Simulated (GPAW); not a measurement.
# Quasiparticle gap of ZnCu2SnS4 (I-4) in GPAW, part 2 of 2

How does a plane-wave GW calculation on ZnCu2SnS4 (I-4) run from the first input to the gap?

GPAW 26.7.0; PBE and many-body steps on it, plane waves. Known limits of the many-body steps: not at the basis limit; d shell near the gap, gap tends to lie low; no spin-orbit coupling.

So far. Step 2 (Ground state): The gap is direct, at Γ. Step 3 (Bands along the symmetry lines): The gap is 0.297 eV, as in the run before at this level.

**4. Empty states on the mesh, 4×4×4 mesh, 746 bands**

Level of this step: DFT, PBE, plane waves, PAW (GPAW).

The sums over transitions need many empty states on a uniform mesh; this step solves for them.

run.py

```python
import json
import numpy as np
from gpaw.mpi import world
from gpaw import GPAW

calc = GPAW('gs.gpw').fixed_density(kpts={'size': (4, 4, 4), 'gamma': True},
    parallel={'domain': 1, 'band': 1},
    txt='nscf.txt')
calc.diagonalize_full_hamiltonian(nbands=746)
calc.write('full.gpw', mode='all')
res = {}
kpts = calc.get_ibz_k_points()
res['kpts'] = kpts
res['eigenvalues'] = [calc.get_eigenvalues(kpt=k) for k in range(len(kpts))]
res['n_electrons'] = calc.get_number_of_electrons()

if world.rank == 0:
    with open('result.json', 'w') as f:
        json.dump(res, f, default=lambda x: x.tolist())
```

The run is started by

```
> mpirun -n 8 gpaw python run.py
```

Numbers of over 12 decimals in the logs are rounded to 6 here.

Log:

```text
Diagonalizing LCAO Hamiltonian
Converting LCAO to pw mode
convergence criteria:
- Maximum integral of absolute [eigenst]ate change: 4e-08 eV^2 / valence electron
maximum number of iterations: 100

SCF iterations
|iter     |     time |      energy | eigst |  dens |
|iter:   1|  |             | +1.19 |       |
|iter:   2|  |             | +0.63 |       |
|iter:   3|  |             | +0.30 |       |
[...]
|iter:  28|  |             | -6.72 |       |
|iter:  29|  |             | -6.98 |       |
|iter:  30|  |             | -7.41c|       |
SCF steps: 30
  __  _  _
 | _ |_)|_||  |
 |__||  | ||/\| - 26.7.0

Input parameters:
  mode=PW(ecut=600.0),
  convergence={'density': 1e-06, 'bands': -3},
  gpts=array([40, 40, 40]),
  kpts=MonkhorstPack(size=(4, 4, 4), gamma=True),
  maxiter=100,
  nbands=46,
  occupations=Occupations(name='fermi-dirac', width=0.001, fixmagmom=False),
  parallel={'domain': 1, 'band': 1},
  xc=XC(name='PBE')
Matrix size: 5397x5397
# Writing to full.gpw (mode='all')
  [... matrices ...]

timing:  # [seconds]
  Total: 513.207  # ━━━━━━━━━━━━━━━━━━━━━━━━━━━━━━━━━━━━━━━━━━━━━━━━━━━━━━━━━
```

Run time: 9.4 min. Hardware: 8 MPI ranks of Arm Neoverse V1, shared host; peak memory 19 GiB.

This step gave:

| Property | Result |
| --- | --- |
| gap | 0.2973 eV |
| k of the valence top | 0, 0, 0 |
| k of the conduction bottom | 0, 0, 0 |
| least direct gap | 0.2973 eV |
| k points computed | 14 |
| lowest point of the top converged band, above the valence top | 144.6577 eV |

On this mesh the gap is 0.297 eV.

**5. Screening and self-energy, 4×4×4 mesh, 120 bands, screening to 48 eV**

G0W0 replaces the xc potential by the self-energy, built once from these orbitals. Only a window of levels is corrected, while the sums run over the empty bands that the input names.

This step: G0W0 on PBE, plane waves, PAW.

run.py

```python
import json
import numpy as np
from gpaw.mpi import world
from gpaw.response.g0w0 import G0W0

gw = G0W0('full.gpw',
    filename='gw',
    kpts=[0],
    bands=(34, 38),
    ecut=48,
    nbands=120,
    integrate_gamma='WS',
    ppa=True)
gw.calculate()
res = {mode: {k: v for k, v in r.items() if k != 'sigma_eskwn'}
       for mode, r in gw.all_results.items()}

if world.rank == 0:
    with open('result.json', 'w') as f:
        json.dump(res, f, default=lambda x: x.tolist())
```

The run is started by

```
> mpirun -n 8 gpaw python run.py
```

Log:

```text
Using integrator: PointIntegrator
FrequencyGridDescriptor(from 0.000+0.000j to 0.000+27.211j eV, 2 points)
Nonperiodic BCs:  [False False False]
Using integrator: PointIntegrator
FrequencyGridDescriptor(from 0.000+0.000j to 0.000+27.211j eV, 2 points)
Nonperiodic BCs:  [False False False]
  ___  _ _ _
 |   || | | |
 | | || | | |
 |__ ||_____|
 |___|

BZ k-points: Symmetries present (total): 4

  [... matrices ...]
64 k-points: 4 x 4 x 4 Monkhorst-Pack grid + [1/8,1/8,1/8]
14 k-points in the irreducible part of the Brillouin zone
       k-points in crystal coordinates                weights
   0:     0.00000000    0.00000000    0.00000000          1/64
   1:     0.25000000   -0.25000000    0.00000000          4/64
   2:     0.25000000   -0.25000000    0.25000000          4/64
   3:     0.25000000    0.00000000    0.00000000          8/64
   4:     0.25000000    0.25000000   -0.25000000          2/64
   5:     0.25000000    0.25000000    0.25000000          2/64
   6:     0.50000000    0.00000000    0.25000000          8/64
   7:     0.50000000    0.00000000    0.50000000          4/64
   8:     0.50000000    0.25000000    0.00000000          8/64
   9:     0.50000000    0.25000000    0.25000000          8/64
          ...
  13:     0.50000000    0.50000000    0.50000000          1/64

Distributing spins, k-points and bands (1 x 1 x 4) over 8 processes
Number of blocks: 1

Quasi particle states:
k-points (IBZ indices): [0]
Band range: (34, 38)
  [... matrices ...]
Computational parameters:
Plane wave cut-off: 48 eV
Number of bands: 120
Coulomb cutoff: None
Broadening: 0.1 eV

fxc modes: GW
Kernel: RPA
Using Godby-Needs plasmon-pole approximation:
  Fitting energy: i*E0, E0 = 1.000 Hartree
Summing all q:

Calculating screened Coulomb potential
No Coulomb truncation
FrequencyGridDescriptor(from 0.000+0.000j to 0.000+27.211j eV, 2 points)
Removing empty qpoint cache files...

Calculating chi0 body with:
    Ground state adapter containing:
    Number of spins: 1
    Number of kpoints: 64
    Number of irreducible kpoints: 14
    Number of completely occupied states: 36
    Number of partially occupied states: 36
    Occupied states memory: 35.15625 M / cpu

    Linear response parametrization:
    q_c: [0.0, 0.0, 0.0]
    Number of frequency points: 2
    Planewave cutoff: 48.0
    Number of bands: 120
    Number of planewaves: 123
    Broadening (eta): 1e-06
    comm.size: 8
    kncomm.size: 8
    blockcomm.size: 1

    Memory estimate of potentially large arrays:
        chi0_wGG: 0.461700 M / cpu
Integrating chi0 body.

Symmetries of q_c:
    Direct symmetries (Uq -> q): 4
    Indirect symmetries (TUq -> q): 4
In total 8 allowed symmetries.

  [... matrices ...]
14 groups of equivalent kpoints. 78.125% reduction.

Integral kind: response function
Integrating chi0 head and wings.

Symmetries of q_c:
    Direct symmetries (Uq -> q): 4
    Indirect symmetries (TUq -> q): 4
In total 8 allowed symmetries.

  [... matrices ...]
14 groups of equivalent kpoints. 78.125% reduction.

Integral kind: response function wings

Calculating chi0 body with:
    Ground state adapter containing:
    Number of spins: 1
    Number of kpoints: 64
    Number of irreducible kpoints: 14
    Number of completely occupied states: 36
    Number of partially occupied states: 36
    Occupied states memory: 35.15625 M / cpu

    Linear response parametrization:
[... the further q-points ...]

Results:
f:      Occupation numbers
eps:     KS-eigenvalues [eV]
vxc:     KS vxc [eV]
exx:     Exact exchange [eV]
sigma:   Self-energies [eV]
dsigma:  Self-energy derivatives
Z:       Renormalization factors
qp:      QP-energies [eV]

k-point 0 (0): (0.000, 0.000, 0.000)                GW
band       f     eps     vxc     exx   sigma  dsigma       Z      qp
                                                                   GW
  34   1.000   5.325 -28.105 -33.456   4.766  -0.349   0.741   4.891
  35   1.000   5.406 -28.710 -34.277   4.949  -0.353   0.739   4.949
  36   0.000   5.703 -15.538 -12.133  -2.497  -0.258   0.795   6.425
  37   0.000   7.438 -14.125 -10.805  -2.921  -0.252   0.799   7.757
```

Elapsed: 7 min, on 8 MPI ranks; peak memory 7.1 GiB.

Numbers from this step:

* G0W0 gap on the points computed: 1.476 eV
* least direct G0W0 gap on the computed points: 1.476 eV
* Z at the valence top: 0.7394
* Z at the conduction bottom: 0.7948
* starting gap on the mesh: 0.2973 eV
* k of the valence top: 0, 0, 0
* k of the conduction bottom: 0, 0, 0

The gap on the mesh goes from 0.30 eV to 1.48 eV, a correction of +1.18 eV.

Limits: finite bands, cutoff and mesh; d shell near the gap, gap tends to lie low; no spin-orbit coupling. v1 is the top filled band, c1 the lowest empty one. Levels before and after the correction, in eV, zero at the valence-band top of each column:

|  | conduction bottom | valence top |
| --- | --- | --- |
| Kohn-Sham | 0.30 | 0.00 |
| G0W0 | 1.48 | 0.00 |

|  | level | energy (eV) |
| --- | --- | --- |
| Kohn-Sham | Γ v2 | -0.081 |
| Kohn-Sham | Γ v1 | 0.000 |
| Kohn-Sham | Γ c1 | 0.297 |
| Kohn-Sham | Γ c2 | 2.032 |
| G0W0 | Γ v2 | -0.058 |
| G0W0 | Γ v1 | 0.000 |
| G0W0 | Γ c1 | 1.476 |
| G0W0 | Γ c2 | 2.808 |

**6. Where the time went**

Times are wall times on 8 MPI ranks of Arm Neoverse V1, shared host, good to a factor of about two.

| step | time | share | memory (GiB) |
| --- | --- | --- | --- |
| ground state | 2.1 min | 9 % | 1.9 |
| bands along the symmetry lines | 3.4 min | 16 % | 2.8 |
| empty states on the mesh | 9.4 min | 43 % | 19 |
| screening and self-energy | 7 min | 32 % | 7.1 |

**7. Outcome**

```
PBE gap              : 0.30 eV, direct
G0W0 gap on the mesh : 1.48 eV
GW settings          : 4×4×4 mesh, 120 bands, screening to 48 eV, Godby-Needs plasmon pole
known limits         : not at the basis limit; d shell near the gap, gap tends to lie low; no spin-orbit coupling
```

**Reading.** G0W0 moves the gap on the mesh from 0.30 eV to 1.48 eV (+1.18 eV), with Z of 0.74 and 0.79 at the edges. Only 1 of the mesh's irreducible points was corrected, so a valley elsewhere could overtake. Against experiment, by G0W0@PBE: the direct gap of 1.48 eV lies −0.02 eV from the measured 1.5 eV (direct, 2018). An exciton line or allowed optical edge lies below the quasiparticle gap by the binding energy; a forbidden edge can push the onset above it. The calculation has static nuclei and no excitons; a measured gap holds zero-point and thermal motion, which mostly lowers it. Bands and cutoff are finite, so the gap is not at the basis limit. The miss can reach some tenths of an eV and take either sign; the mesh is an error of its own. These stock PAW sets were not made for GW. In the G0W0 run levels were corrected at 1 k point alone, so a gap called «on the mesh» is the least over those, and an edge elsewhere would be missed. A d shell, filled or nearly so, lies near the gap. One-shot GW converges very slowly in bands there, not always from below, and on a semilocal start the gap tends to come out low; starts rich in exact exchange can overshoot instead. The many-body steps are scalar-relativistic: spin-orbit coupling is not in them.

[Paths, hosts, dates, memory and timing lines, banners, echoed tables and standing remarks are left out of the program output.]

[Logs are printed without paths, hosts, clocks, repeated set-up lines and the standing remarks that a program may print on its own settings, such as how far it seeks lower states.]

[Runs of the session that timed out or met a known fault of the program may be left out.]

[Hosts, paths, dates, database ids (printed as entryN), source tags and the programs' standing remarks are cut or masked in the printed files.]
